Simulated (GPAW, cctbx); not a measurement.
# Mg2ScTi2: what bonding does to one electron reflection, worked out

Mg2ScTi2, P4/mmm (no. 123), a = 4.0408 Å, b = 4.0408 Å, c = 6.5801 Å, α = 90.00°, β = 90.00°, γ = 90.00°.

| atom | mult. | x | y | z |
| --- | --- | --- | --- | --- |
| Ti1 | 2 | 1/2 | 1/2 | 0.8236 |
| Sc1 | 1 | 0 | 0 | 0 |
| Mg1 | 2 | 1/2 | 0 | 1/2 |

The start was made by putting kin elements into a known structure type; the compound need not exist, or be stable, in this form.

A DFT run (GPAW, PBE, 450 eV, 6×6×4 k-points (along the axes of the calculation cell), Fermi–Dirac width 0.1 eV) gives the static X-ray structure factor of 001 as 15.695 e for the conventional cell; superposed free atoms give 15.401 e. **Problem.** Find the Fourier component V of the crystal potential and the two-beam extinction distance at 200 kV in both cases, then the holographic phase shift per nanometre.

## Step 1: Geometry

The cell volume is Ω = 107.44 Å³ and d(001) = 6.5801 Å, so g = 1/d = 0.1520 Å⁻¹.

## Step 2: The nuclei

Electrons feel nuclei as well as electrons, so the nuclear charges are summed with the same phases.

Phase sums Σ exp(2πi h·x), turned so that the total is real and positive: Ti +0.893, Sc +1.000, Mg -2.000. Then F_Z = 22 × (+0.893) + 21 × (+1.000) + 12 × (-2.000) = 16.64 e. The electron term has the same sign for this reflection.

## Step 3: Mott–Bethe

Poisson's equation, term by term, gives V = (e/4πε₀)(F_Z − F)/(πΩg²), with e/4πε₀ = 14.3996 V Å.

The prefactor is 14.3996 × 6.5801²/(π × 107.44) = 1.84717 V per electron. Free atoms: (16.64 − 15.401) × 1.84717 = 2.289 V. Crystal: (16.64 − 15.695) × 1.84717 = 1.746 V. F changes by +1.91 % and V by -23.7 %: the same 0.29 e is measured against F_Z − F = 1.2 e in place of F = 15.4 e.

## Step 4: Extinction distance

In the two-beam case ξ = 1/(λU) with U = 2γm₀eV/h², that is ξ = 150.41 V Å²/(γλV).

At 200 kV, λ = 0.02508 Å and γ = 1.3914. Free atoms: ξ = 1883 Å. Crystal: ξ = 2469 Å. The thickness fringes go as sin²(πt/ξ), so the two patterns slip by a quarter of a period when t|1/ξ₁ − 1/ξ₀| = 1/4, at t ≈ 198 nm. Thermal motion, absorption and many-beam coupling, left out here, change a real pattern.

## Step 5: Phase shift

A slab run (normal [001], unrelaxed) gives a mean inner potential of 12.47 V; free atoms give 15.79 V. The phase shift is φ = C_E V₀ t, with C_E = (2π/λE)(E + m₀c²)/(E + 2m₀c²).

C_E = 7.288 × 10⁻³ rad/(V nm). The shift is 0.0909 rad/nm in the crystal and 0.1150 rad/nm for free atoms. A sample 50 nm thick gives φ = 4.55 rad; read with the free-atom value it would seem 39.5 nm thick.

## Step 6: Answer

V(001) is 1.75 V against 2.29 V, and ξ is 2469 against 1883 Å. The phase shift is 0.091 rad/nm, and free atoms would misjudge a thickness by -21 %. Limits: static atoms, two beams.
